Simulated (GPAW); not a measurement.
# Screening of a field by Cl/Ru(0001)

Aim: the dipole that a field along the normal induces in Cl/Ru(0001).

Main program and level: GPAW 26.7.0; GPAW, PAW setups; slab in vacuum, relaxation, in the first sound run; inputs show where later runs differ.

This is a report of a sequence of runs, with most program output left out.

## (1) Set-up

The cell holds 5 atoms: 4 Ru and 1 Cl. Cell: a = 2.700 Å, b = 2.700 Å, c = 26.501 Å, α = 90.0°, β = 90.0°, γ = 60.0°. Vacuum lies along c.

## (2) Relaxing the atoms

The atoms are relaxed first, since the surface dipole, and with it the work function, follows the positions of the outer layers. The lowest 2 atoms are held at bulk positions and keep their forces.

run.py reads:

```python
import json
import numpy as np
from ase import Atoms
from ase.constraints import FixAtoms
from ase.optimize import BFGS
from gpaw import GPAW, PW

slab = Atoms(
    ['Ru', 'Ru', 'Ru', 'Ru', 'Cl'],
    positions=[
        [2.70000, 1.55885, 9.00000],
        [0.00000, 0.00000, 11.13840],
        [2.70000, 1.55885, 13.27680],
        [0.00000, 0.00000, 15.41520],
        [2.70000, 1.55885, 17.50106]],
    cell=[[2.7, 0.0, 0.0], [1.35, 2.33827, 0.0], [0.0, 0.0, 26.50106]],
    pbc=[True, True, False])

slab.calc = GPAW(mode=PW(400), xc='PBE', kpts={'size': (13, 13, 1), 'gamma': True},
                 occupations={'name': 'fermi-dirac', 'width': 0.1}, nbands='160%',
                 convergence={'density': 1e-05}, maxiter=200,
                 poissonsolver={'dipolelayer': 'xy'},
                 symmetry={'tolerance': 1e-3, 'extra_ids': [1, 1, 0, 0, 0]}, txt='slab.txt')
result = {}
slab.set_constraint(FixAtoms([0, 1]))
path = []
opt = BFGS(slab, maxstep=0.2)
opt.attach(lambda: path.append((slab.get_potential_energy(), slab.positions.tolist(), slab.get_forces().tolist())))
result['relaxed'] = bool(opt.run(fmax=0.03, steps=40))
result['path'] = path
energy = slab.get_potential_energy()
fermi = slab.calc.get_fermi_level()
v = slab.calc.get_electrostatic_potential().mean((0, 1)) - fermi
n = slab.calc.get_pseudo_density().mean((0, 1))
L = slab.cell[2, 2]
z = np.arange(len(v)) * L / len(v)
low, high = slab.positions[:, 2].min(), slab.positions[:, 2].max()
below, above = np.interp([low - 6.8, high + 6.8], z, v)
slopes = [np.interp(x, z, np.gradient(v, z)) for x in (low - 6.8, high + 6.8)]
eps = np.array([[slab.calc.get_eigenvalues(k, s) for k in range(len(slab.calc.get_ibz_k_points()))]
                for s in range(slab.calc.get_number_of_spins())]) - fermi
top, bottom = eps[eps < 0].max(), eps[eps > 0].min()
dipole = slab.get_dipole_moment()[2]
print(f'energy {energy:.4f} eV, Fermi level {fermi:.4f} eV, dipole {dipole:.5f} e A')
print(f'potential 6.8 A off the faces, from the Fermi level: lower {below:.4f} eV, upper {above:.4f} eV')
print(f'slope of the potential there: lower {slopes[0]:.5f}, upper {slopes[1]:.5f} eV/A')
print(f'nearest levels on the mesh: {top:.4f} and {bottom:.4f} eV')
print('magnetic moment', round(slab.get_magnetic_moment(), 3))
result.update(energy=energy, fermi=fermi, dipole=dipole, below=below, above=above, slopes=slopes, edges=[top, bottom],
              z=z.tolist(), v=v.tolist(), n=n.tolist(), positions=slab.positions.tolist(),
              forces=slab.get_forces(apply_constraint=False).tolist(), moments=slab.get_magnetic_moments().tolist())
json.dump(result, open('result.json', 'w'))
```

Started as:

```bash
OMP_NUM_THREADS=1 OPENBLAS_NUM_THREADS=1 python run.py
```

Run time: 19 min. Hardware: 1 thread of Arm Neoverse V1, shared host; peak memory 0.24 GiB.

This run has no spin polarisation, although Ru can carry a moment.

Relaxation path:

| step | energy less that of the first step (eV) | largest force (eV/Å) |
| --- | --- | --- |
| 1 | 0.0000 | 0.3343 |
| 2 | -0.0023 | 0.2524 |
| 3 | -0.0068 | 0.1212 |
| 4 | -0.0072 | 0.1061 |
| 5 | -0.0087 | 0.0868 |
| 6 | -0.0089 | 0.0795 |
| 7 | -0.0095 | 0.0594 |
| 8 | -0.0103 | 0.0474 |
| 9 | -0.0109 | 0.0384 |
| 10 | -0.0110 | 0.0098 |

The atoms that moved most (Å):

| atom | dx | dy | dz | length |
| --- | --- | --- | --- | --- |
| Cl5 | 0.000 | 0.000 | -0.068 | 0.068 |
| Ru4 | 0.000 | 0.000 | -0.017 | 0.017 |
| Ru3 | 0.000 | 0.000 | 0.005 | 0.005 |

Final coordinates:

```cif
data_structure
_symmetry_space_group_name_H-M 'P 1'
_symmetry_Int_Tables_number 1
_cell_length_a 2.7000
_cell_length_b 2.7000
_cell_length_c 26.5011
_cell_angle_alpha 90.000
_cell_angle_beta 90.000
_cell_angle_gamma 60.000
_cell_volume 167.31
loop_
_atom_site_label
_atom_site_type_symbol
_atom_site_fract_x
_atom_site_fract_y
_atom_site_fract_z
_atom_site_occupancy
Ru1 Ru 0.66667 0.66667 0.33961 1
Ru2 Ru 0.00000 0.00000 0.42030 1
Ru3 Ru 0.66667 0.66667 0.50118 1
Ru4 Ru 0.00000 0.00000 0.58106 1
Cl5 Cl 0.66667 0.66667 0.65782 1
```

Numbers from this step:

```yaml
dipole_along_the_normal: 0.006247 e·Å
levels_nearest_the_fermi_level_on_the_mesh: -0.007150, 0.01112 eV from the Fermi level
upper_work_function: 4.824 eV
lower_work_function: 5.012 eV
```

The electrostatic potential energy of an electron (without an applied field's), less the Fermi level, planar mean oscillates, so the rows of the table below give means over windows of 2.12 Å about each position, cut where the curve ends. Its maxima inside the range that stand out by 2 % of the span (Å: eV): 10.1: -1.80, 12.2: -1.99, 14.3: -2.21, 16.5: -1.87. Its minima: 9.0: -28.0, 11.1: -28.4, 13.3: -28.3, 15.4: -28.4, 17.4: -27.5.

Electrostatic potential energy of an electron (without an applied field's), less the Fermi level, planar mean against z; means over each step:

| z (Å) | electrostatic potential energy of an electron (without an applied field's), less the Fermi level, planar mean (eV) |
| --- | --- |
| 1.06 | 5.00 |
| 3.18 | 5.01 |
| 5.30 | 5.00 |
| 7.42 | 1.81 |
| 9.54 | -13.3 |
| 11.66 | -13.6 |
| 13.78 | -13.8 |
| 15.90 | -13.6 |
| 18.02 | -7.95 |
| 20.14 | 4.79 |
| 22.26 | 4.82 |
| 24.38 | 4.82 |

The pseudo valence density, planar mean oscillates, so the rows of the table below give means over windows of 2.12 Å about each position, cut where the curve ends. Its maxima inside the range that stand out by 2 % of the span (Å: e/Å³): 8.9: 2.56, 11.2: 2.55, 13.4: 2.61, 15.5: 2.62, 17.2: 0.746. Its minima: 10.2: 0.385, 12.3: 0.377, 14.4: 0.392, 16.3: 0.351.

The pseudo valence density, planar mean by z; means over each step:

| z (Å) | pseudo valence density, planar mean (e/Å³) |
| --- | --- |
| 3.18 | 2.7e-6 |
| 5.30 | 5.3e-4 |
| 7.42 | 0.140 |
| 9.54 | 1.19 |
| 11.66 | 1.19 |
| 13.78 | 1.20 |
| 15.90 | 1.17 |
| 18.02 | 0.419 |
| 20.14 | 0.00224 |
| 22.26 | 0 |

The relaxation lowered the energy of the cell by 0.0110 eV (energies extrapolated to zero smearing; the optimiser's log prints free energies). The largest force left on a free atom is 0.0098 eV/Å.

## (3) Plane waves, PBE

The work function is the vacuum plateau of the electrostatic potential less the Fermi level; a dipole layer lets the two faces have plateaus of their own.

This step: GPAW, PAW setups; slab in vacuum (GPAW 26.7.0).

run.py, as its differences from that of step 2:

```diff
@@ -3,4 +3,2 @@
 from ase import Atoms
-from ase.constraints import FixAtoms
-from ase.optimize import BFGS
 from gpaw import GPAW, PW
@@ -12,5 +10,5 @@
         [0.00000, 0.00000, 11.13840],
-        [2.70000, 1.55885, 13.27680],
-        [0.00000, 0.00000, 15.41520],
-        [2.70000, 1.55885, 17.50106]],
+        [2.70000, 1.55885, 13.28193],
+        [-0.00000, 0.00000, 15.39864],
+        [2.70000, 1.55885, 17.43288]],
     cell=[[2.7, 0.0, 0.0], [1.35, 2.33827, 0.0], [0.0, 0.0, 26.50106]],
@@ -22,10 +20,4 @@
                  poissonsolver={'dipolelayer': 'xy'},
-                 symmetry={'tolerance': 1e-3, 'extra_ids': [1, 1, 0, 0, 0]}, txt='slab.txt')
+                 symmetry={'tolerance': 1e-3}, txt='slab.txt')
 result = {}
-slab.set_constraint(FixAtoms([0, 1]))
-path = []
-opt = BFGS(slab, maxstep=0.2)
-opt.attach(lambda: path.append((slab.get_potential_energy(), slab.positions.tolist(), slab.get_forces().tolist())))
-result['relaxed'] = bool(opt.run(fmax=0.03, steps=40))
-result['path'] = path
 energy = slab.get_potential_energy()
```

Elapsed: 2.7 min, on 1 thread; peak memory 0.24 GiB.

Numbers from this step:

| Item | Value |
| --- | --- |
| dipole along the normal | 0.006446 e·Å |
| levels nearest the Fermi level on the mesh | -0.007126, 0.01100 eV from the Fermi level |
| lower work function | 5.011 eV |

Table of electrostatic potential energy of an electron (without an applied field's), less the Fermi level, planar mean by z:

| z (Å) | electrostatic potential energy of an electron (without an applied field's), less the Fermi level, planar mean (eV) |
| --- | --- |
| 0.0 | 4.92 |
| 0.5 | 5.01 |
| 1.0 | 5.01 |
| 1.5 | 5.01 |
| 2.0 | 5.01 |
| 2.5 | 5.01 |
| 3.0 | 5.01 |
| 3.5 | 5.01 |
| 4.0 | 5.01 |
| 4.5 | 5.01 |
| 5.0 | 5.01 |
| 5.5 | 5.00 |
| 6.0 | 4.98 |
| 6.5 | 4.90 |
| 7.0 | 4.61 |
| 7.5 | 3.59 |
| 8.0 | -0.0898 |
| 8.5 | -12.8 |
| 9.0 | -27.9 |
| 9.5 | -13.1 |
| 10.0 | -2.01 |
| 10.5 | -8.47 |
| 11.0 | -26.7 |
| 11.5 | -19.0 |
| 12.0 | -3.52 |
| 12.5 | -4.86 |
| 13.0 | -22.2 |
| 13.5 | -24.4 |
| 14.0 | -6.35 |
| 14.5 | -3.10 |
| 15.0 | -17.5 |
| 15.5 | -27.5 |
| 16.0 | -10.3 |
| 16.5 | -1.95 |
| 17.0 | -11.1 |
| 17.5 | -27.0 |
| 18.0 | -5.05 |
| 18.5 | 3.01 |
| 19.0 | 4.50 |
| 19.5 | 4.76 |
| 20.0 | 4.81 |
| 20.5 | 4.82 |
| 21.0 | 4.82 |
| 21.5 | 4.82 |
| 22.0 | 4.82 |
| 22.5 | 4.82 |
| 23.0 | 4.82 |
| 23.5 | 4.82 |
| 24.0 | 4.82 |
| 24.5 | 4.82 |
| 25.0 | 4.82 |
| 25.5 | 4.82 |
| 26.0 | 4.82 |

Pseudo valence density, planar mean against z:

z (Å), pseudo valence density, planar mean (e/Å³) and a bar:
```
      5.0       0.00 
      5.5       0.00 
      6.0       0.00 
      6.5       0.00 
      7.0       0.01 
      7.5       0.05 #
      8.0       0.21 ##
      8.5       0.95 ###########
      9.0       2.53 ##############################
      9.5       0.99 ############
     10.0       0.39 #####
     10.5       0.68 ########
     11.0       2.41 #############################
     11.5       1.50 ##################
     12.0       0.44 #####
     12.5       0.48 ######
     13.0       1.81 #####################
     13.5       2.06 ########################
     14.0       0.55 ######
     14.5       0.43 #####
     15.0       1.35 ################
     15.5       2.52 ##############################
     16.0       0.73 #########
     16.5       0.35 ####
     17.0       0.67 ########
     17.5       0.70 ########
     18.0       0.51 ######
     18.5       0.12 #
     19.0       0.02 
     19.5       0.00 
     20.0       0.00 
     20.5       0.00
```

Force by atom:

| atom | x (eV/Å) | y (eV/Å) | z (eV/Å) | size |
| --- | --- | --- | --- | --- |
| Ru1 | 0.000 | 0.000 | 0.522 | 0.522 |
| Ru2 | 0.000 | 0.000 | -0.526 | 0.526 |
| Ru3 | 0.000 | 0.000 | 0.010 | 0.010 |
| Ru4 | 0.000 | 0.000 | 0.002 | 0.002 |
| Cl5 | 0.000 | 0.000 | -0.005 | 0.005 |

The potential is flat to 2.3e-4 eV/Å where it is read, so the vacuum is wide enough.

## (4) Field on

A uniform field along the normal polarises the slab; the atoms stay fixed, so this is the electronic response alone.

run.py, as its differences from that of step 3:

```diff
@@ -4,2 +4,3 @@
 from gpaw import GPAW, PW
+from gpaw.external import ConstantElectricField
 
@@ -20,2 +21,3 @@
                  poissonsolver={'dipolelayer': 'xy'},
+                 external=ConstantElectricField(-0.2, [0, 0, 1]),
                  symmetry={'tolerance': 1e-3}, txt='slab.txt')
```

The job ended after 10 min (1 thread; peak memory 0.51 GiB).

Numbers from this step:

```
dipole along the normal                                         : -0.07182 e·Å
levels nearest the Fermi level on the mesh                      : -0.004794, 0.005491 eV from the Fermi level
potential below the slab, the applied field's own ramp left out : 3.805 eV from the Fermi level
potential above the slab, the applied field's own ramp left out : 5.864 eV from the Fermi level
```

The electrostatic potential energy of an electron (without an applied field's), less the Fermi level, planar mean oscillates, so the rows of the table below give means over windows of 2.12 Å about each position, cut where the curve ends. Its maxima inside the range that stand out by 2 % of the span (Å: eV): 10.1: -2.44, 12.2: -2.20, 14.3: -2.00, 16.5: -1.22, 24.1: 5.86. Its minima: 9.0: -28.8, 11.1: -28.9, 13.3: -28.3, 15.4: -28.0, 17.4: -26.7.

Electrostatic potential energy of an electron (without an applied field's), less the Fermi level, planar mean against z; means over each step:

| z (Å) | electrostatic potential energy of an electron (without an applied field's), less the Fermi level, planar mean (eV) |
| --- | --- |
| 1.06 | 3.90 |
| 3.18 | 3.80 |
| 5.30 | 3.79 |
| 7.42 | 0.696 |
| 9.54 | -14.0 |
| 11.66 | -13.9 |
| 13.78 | -13.7 |
| 15.90 | -13.1 |
| 18.02 | -7.03 |
| 20.14 | 5.83 |
| 22.26 | 5.86 |
| 24.38 | 5.86 |

Force by atom:

| atom | x (eV/Å) | y (eV/Å) | z (eV/Å) | size |
| --- | --- | --- | --- | --- |
| Ru1 | 0.000 | 0.000 | 0.525 | 0.525 |
| Ru2 | 0.000 | 0.000 | -0.535 | 0.535 |
| Ru3 | 0.000 | 0.000 | 0.016 | 0.016 |
| Ru4 | 0.000 | 0.000 | -0.022 | 0.022 |
| Cl5 | 0.000 | 0.000 | 0.014 | 0.014 |

The dipole is now -0.0718 e Å, against 0.0064 in the run without a field.

## (5) Field on

run.py, as its differences from that of step 4:

```diff
@@ -21,3 +21,3 @@
                  poissonsolver={'dipolelayer': 'xy'},
-                 external=ConstantElectricField(-0.2, [0, 0, 1]),
+                 external=ConstantElectricField(-0.1, [0, 0, 1]),
                  symmetry={'tolerance': 1e-3}, txt='slab.txt')
```

Wall time 10 min (1 thread); peak memory 0.51 GiB.

This step gave:

| Item | Value |
| --- | --- |
| dipole along the normal | -0.03262 e·Å |
| levels nearest the Fermi level on the mesh | -0.005973, 0.008236 eV from the Fermi level |
| potential below the slab, the applied field's own ramp left out | 4.407 eV from the Fermi level |
| potential above the slab, the applied field's own ramp left out | 5.343 eV from the Fermi level |

The electrostatic potential energy of an electron (without an applied field's), less the Fermi level, planar mean oscillates, so the rows of the table below give means over windows of 2.12 Å about each position, cut where the curve ends. Its maxima inside the range that stand out by 2 % of the span (Å: eV): 10.1: -2.12, 12.2: -2.10, 14.3: -2.11, 16.5: -1.54. Its minima: 9.0: -28.4, 11.1: -28.6, 13.3: -28.3, 15.4: -28.2, 17.4: -27.1.

The electrostatic potential energy of an electron (without an applied field's), less the Fermi level, planar mean by z; means over each step:

| z (Å) | electrostatic potential energy of an electron (without an applied field's), less the Fermi level, planar mean (eV) |
| --- | --- |
| 1.06 | 4.45 |
| 3.18 | 4.41 |
| 5.30 | 4.39 |
| 7.42 | 1.25 |
| 9.54 | -13.7 |
| 11.66 | -13.8 |
| 13.78 | -13.7 |
| 15.90 | -13.4 |
| 18.02 | -7.49 |
| 20.14 | 5.31 |
| 22.26 | 5.34 |
| 24.38 | 5.34 |

Force by atom:

| atom | x (eV/Å) | y (eV/Å) | z (eV/Å) | size |
| --- | --- | --- | --- | --- |
| Ru1 | 0.000 | 0.000 | 0.523 | 0.523 |
| Ru2 | 0.000 | 0.000 | -0.531 | 0.531 |
| Ru3 | 0.000 | 0.000 | 0.014 | 0.014 |
| Ru4 | 0.000 | 0.000 | -0.010 | 0.010 |
| Cl5 | 0.000 | 0.000 | 0.005 | 0.005 |

The dipole is now -0.0326 e Å, against 0.0064 in the run without a field.

## (6) In a field

run.py, as its differences from that of step 5:

```diff
@@ -21,3 +21,3 @@
                  poissonsolver={'dipolelayer': 'xy'},
-                 external=ConstantElectricField(-0.1, [0, 0, 1]),
+                 external=ConstantElectricField(-0.05, [0, 0, 1]),
                  symmetry={'tolerance': 1e-3}, txt='slab.txt')
```

Wall time 10 min (1 thread); peak memory 0.51 GiB.

## (7) Field on

run.py, as its differences from that of step 6:

```diff
@@ -21,3 +21,3 @@
                  poissonsolver={'dipolelayer': 'xy'},
-                 external=ConstantElectricField(-0.05, [0, 0, 1]),
+                 external=ConstantElectricField(0.05, [0, 0, 1]),
                  symmetry={'tolerance': 1e-3}, txt='slab.txt')
```

Wall time 11 min (1 thread); peak memory 0.51 GiB.

The electrostatic potential energy of an electron (without an applied field's), less the Fermi level, planar mean oscillates, so the rows of the table below give means over windows of 2.12 Å about each position, cut where the curve ends. Its maxima inside the range that stand out by 2 % of the span (Å: eV): 10.1: -1.64, 12.2: -1.94, 14.3: -2.27, 16.5: -2.03. Its minima: 9.0: -27.7, 11.1: -28.3, 13.3: -28.3, 15.4: -28.5, 17.4: -27.7.

Electrostatic potential energy of an electron (without an applied field's), less the Fermi level, planar mean against z; means over each step:

| z (Å) | electrostatic potential energy of an electron (without an applied field's), less the Fermi level, planar mean (eV) |
| --- | --- |
| 1.06 | 5.28 |
| 3.18 | 5.31 |
| 5.30 | 5.30 |
| 7.42 | 2.09 |
| 9.54 | -13.1 |
| 11.66 | -13.5 |
| 13.78 | -13.8 |
| 15.90 | -13.8 |
| 18.02 | -8.18 |
| 20.14 | 4.53 |
| 22.26 | 4.56 |
| 24.38 | 4.56 |

## (8) Field on

run.py, as its differences from that of step 7:

```diff
@@ -21,3 +21,3 @@
                  poissonsolver={'dipolelayer': 'xy'},
-                 external=ConstantElectricField(0.05, [0, 0, 1]),
+                 external=ConstantElectricField(0.1, [0, 0, 1]),
                  symmetry={'tolerance': 1e-3}, txt='slab.txt')
```

Elapsed: 11 min, on 1 thread; peak memory 0.51 GiB.

The dipole is now 0.0458 e Å, against 0.0064 in the run without a field.

## (9) Field on

run.py, as its differences from that of step 8:

```diff
@@ -21,3 +21,3 @@
                  poissonsolver={'dipolelayer': 'xy'},
-                 external=ConstantElectricField(0.1, [0, 0, 1]),
+                 external=ConstantElectricField(0.2, [0, 0, 1]),
                  symmetry={'tolerance': 1e-3}, txt='slab.txt')
```

It took 9.9 min on 1 thread; peak memory 0.51 GiB.

The dipole is now 0.0852 e Å, against 0.0064 in the run without a field.

## (10) In a field

run.py, as its differences from that of step 9:

```diff
@@ -21,3 +21,3 @@
                  poissonsolver={'dipolelayer': 'xy'},
-                 external=ConstantElectricField(0.2, [0, 0, 1]),
+                 external=ConstantElectricField(0.3, [0, 0, 1]),
                  symmetry={'tolerance': 1e-3}, txt='slab.txt')
```

The job ended after 11 min (1 thread; peak memory 0.51 GiB).

The dipole is now 0.125 e Å, against 0.0064 in the run without a field.

## (11) The series

The members are put on one axis.

This step: induced dipole against applied field (GPAW 26.7.0).

The dipole along the normal by field:

| field (V/Å) | dipole along the normal (e·Å) |
| --- | --- |
| -0.200 | -0.0718 |
| -0.100 | -0.0326 |
| -0.050 | -0.0131 |
| 0.000 | 0.00645 |
| 0.050 | 0.0262 |
| 0.100 | 0.0458 |
| 0.200 | 0.0852 |
| 0.300 | 0.125 |

## (12) A changed run

One more run, with changed settings.

This step: GPAW, PAW setups; slab in vacuum (GPAW 26.7.0).

run.py, as its differences from that of step 10:

```diff
@@ -4,3 +4,2 @@
 from gpaw import GPAW, PW
-from gpaw.external import ConstantElectricField
 
@@ -18,6 +17,5 @@
 slab.calc = GPAW(mode=PW(400), xc='PBE', kpts={'size': (13, 13, 1), 'gamma': True},
-                 occupations={'name': 'fermi-dirac', 'width': 0.1}, nbands='160%',
-                 convergence={'density': 1e-05}, maxiter=200,
+                 occupations={'name': 'fermi-dirac', 'width': 2.0}, nbands='160%',
+                 convergence={'density': 1e-05}, maxiter=100,
                  poissonsolver={'dipolelayer': 'xy'},
-                 external=ConstantElectricField(0.3, [0, 0, 1]),
                  symmetry={'tolerance': 1e-3}, txt='slab.txt')
```

Run time: 2.7 min. Hardware: 1 thread; peak memory 0.24 GiB.

The run finished. A setting was moved off its sound value on purpose, so it serves as a test and not as the result.

The fault put into the input: a smearing of electronvolts (width = 2.0).

## (13) Summary of results

* work function, upper and lower face: 4.824 and 5.011 eV
* dipole along the normal: 0.00645 e Å
* induced dipole per field: 0.393 e Å per V/Å
* out-of-plane polarisability per area, α/(ε0 A): 11.3 Å

What this shows: The field induces 0.393 e Å per V/Å, a polarisable thickness α/(ε0 A) of 11.3 Å beside 8.43 Å between the outermost nuclei. A perfect conductor would give the distance between its two image planes; a dielectric of thickness t gives t(1 - 1/ε). The two faces differ by 0.19 eV, the step that the slab's dipole makes (e p/(ε0 A) gives 0.18 eV), so the dipole layer is needed. The induced dipole is linear in the field over this range. The cell of 6.31 Å² holds one Cl, started on one chosen site; other sites and coverages weren't tried. The in-plane lattice was kept as typed, which isn't the functional's own and leaves some strain; spin-orbit coupling and temperature are left out.

[Logs are printed without paths, hosts, clocks, repeated set-up lines and the standing remarks that a program may print on its own settings, such as how far it seeks lower states.]

[Hosts, paths, dates, database ids (printed as entryN), source tags and the programs' standing remarks are cut or masked in the printed files.]
